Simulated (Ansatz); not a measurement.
# Force difference against the spacing of support functions in Σ13 (111) twist boundary in Si (156 atoms)

The cell holds 156 atoms: 156 Si. Its edges and angles: a = 13.846 Å, b = 13.846 Å, c = 18.565 Å, α = 90.0°, β = 90.0°, γ = 120.0°. It derives from Si (diamond-structure). Diamond-structure Si (a = 5.431 Å); two grains turned against each other by 27.80 deg about [111]; 1 x 1 coincidence cells, 1 lattice periods a grain, two boundaries a cell, upper grain shifted by [0.67, 0.586] of the boundary cell and opened by 0 Å, one atom of each pair nearer than 1.293 Å removed; annealed from 600 K for 3 ps and minimised with a classical potential (one cell length free). Regions: lower grain, 78 atoms (78 Si); upper grain, 78 atoms (78 Si).

Calculated with Ansatz 0.2.0: Kohn-Sham DFT, PBE, PAW (set soft_2), localised support functions (medium), with the spacing typed; the reference is Kohn-Sham DFT, PBE, PAW (set soft_2), plane waves, cutoff 420 eV, Γ point, fermi-dirac smearing of 0.025 eV, with an r.m.s. force component of 0.161 eV/Å.

| spacing (Å) | r.m.s. force difference (meV/Å) | time |
| --- | --- | --- |
| 0.206 | 0.626 | 3.5 min |
| 0.231 | 0.639 | 3 min |
| 0.296 | 0.753 | 1.8 min |
| 0.334 | ? | ? |
| 0.386 | 4.011 | 86 s |

Task: Fit a power law of the spacing to the rows given and interpolate to the withheld row.

**Working.**

A power law y = A x^b is a line in u = ln x and v = ln y.

```
 u = ln x   v = ln y
 -1.57988  -0.468405
 -1.46534  -0.447851
 -1.21740  -0.283690
-0.951918    1.38904
```

With n = 4: mean u = -1.30363, mean v = 0.0472737, Σ(u − ū)² = 0.23360, Σ(u − ū)(v − v̄) = 0.66590. Slope b = 0.66590 / 0.23360 = 2.8506; intercept a = v̄ − b ū = 3.7634.

At the withheld row u = -1.097, v = a + b u = 0.6374, and y = exp(v).

Prediction at 0.334: 1.892 meV/Å. The run gave 1.554 meV/Å, so the fit is high by 0.34 meV/Å (22 % of the value).

The fitted exponent is 2.9. Between neighbouring rows, the withheld one included, the exponents are 0.18, 0.66, 6.0 and 6.6, so one power law doesn't hold over the range: the values level off at a floor. Among the rows given, the largest relative miss of the fit is at 0.296, by 0.59 meV/Å (78 %).

Limits: The difference holds the reference's own basis error, which sets a floor under it.

[Logs are printed without paths, hosts, clocks, repeated set-up lines and the standing remarks that a program may print on its own settings, such as how far it seeks lower states.]

[Hosts, paths, dates, database ids (printed as entryN), source tags and the programs' standing remarks are cut or masked in the printed files.]
